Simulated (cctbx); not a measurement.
# What resolution and counting buy: NdScPb2

Space group Cmcm (no. 63), a = 4.8200 Å, b = 20.5000 Å, c = 4.6880 Å, α = 90.00°, β = 90.00°, γ = 90.00°.

| atom | mult. | x | y | z | Ueq (Å²) |
| --- | --- | --- | --- | --- | --- |
| Pb1 | 4 | 1/2 | 0.0351 | 1/4 | 0.0060 |
| Pb2 | 4 | 0 | 0.3249 | 3/4 | 0.0060 |
| Nd1 | 4 | 0 | 0.1003 | 3/4 | 0.0030 |
| Sc1 | 4 | 0 | 0.2514 | 1/4 | 0.0071 |

This is a model crystal, built by substitution and not relaxed, with assumed displacement parameters.

Five simulated data sets (cctbx; Ag Kα, λ = 0.56087 Å; 4 % proportional error) differ in resolution or exposure (noise floor 2 counts in the first three, 8 in the last two). Each is refined with the right model, isotropic at 1.1 Å and anisotropic otherwise. How do the figures of merit and the uncertainties move?

| d min (Å) | top counts | ⟨I/σ⟩ (unmerged, absences included) | unique | param. (scale apart) | Rint | R1 | GooF | largest s.u. xyz (fractional) | s.u. U of Sc1 (Å²) | largest error (Å) |
| --- | --- | --- | --- | --- | --- | --- | --- | --- | --- | --- |
| 1.1 | 5000 | 5.7 | 126 | 8 | 0.037 | 0.0207 | 1.29 | 0.00031 | 0.0016 | 0.0084 |
| 0.84 | 5000 | 5.1 | 257 | 16 | 0.042 | 0.0161 | 0.94 | 0.00013 | 0.0014 | 0.0010 |
| 0.6 | 5000 | 4.3 | 666 | 16 | 0.045 | 0.0188 | 0.95 | 0.00008 | 0.0006 | 0.0027 |
| 0.75 | 300 | 0.8 | 356 | 16 | 0.285 | 0.0718 | 1.00 | 0.00121 | 0.0114 | 0.0326 |
| 0.75 | 3000 | 3.4 | 356 | 16 | 0.060 | 0.0266 | 1.00 | 0.00021 | 0.0019 | 0.0068 |

The number of reflections grows roughly as 1/d³: 126, 257 and 666 here. R1 follows the noise rather than the truth: at 300 counts it is 0.0718, at 3000 counts 0.0266, while GooF is 1.00 and 1.00: the weights 1/σ² carry the noise. The s.u. of U (U11 where anisotropic) for Sc1 goes 0.0016, 0.0014, 0.0006 Å² with resolution and 0.0114, 0.0019 Å² with exposure.

The 1.1 Å row also differs in its displacement model, so it isn't a clean test of resolution.

Hardware for the 0.6 Å refinement: 0.6 s on 1 thread of Arm Neoverse N1, on a shared host, peak memory 0.09 GiB.
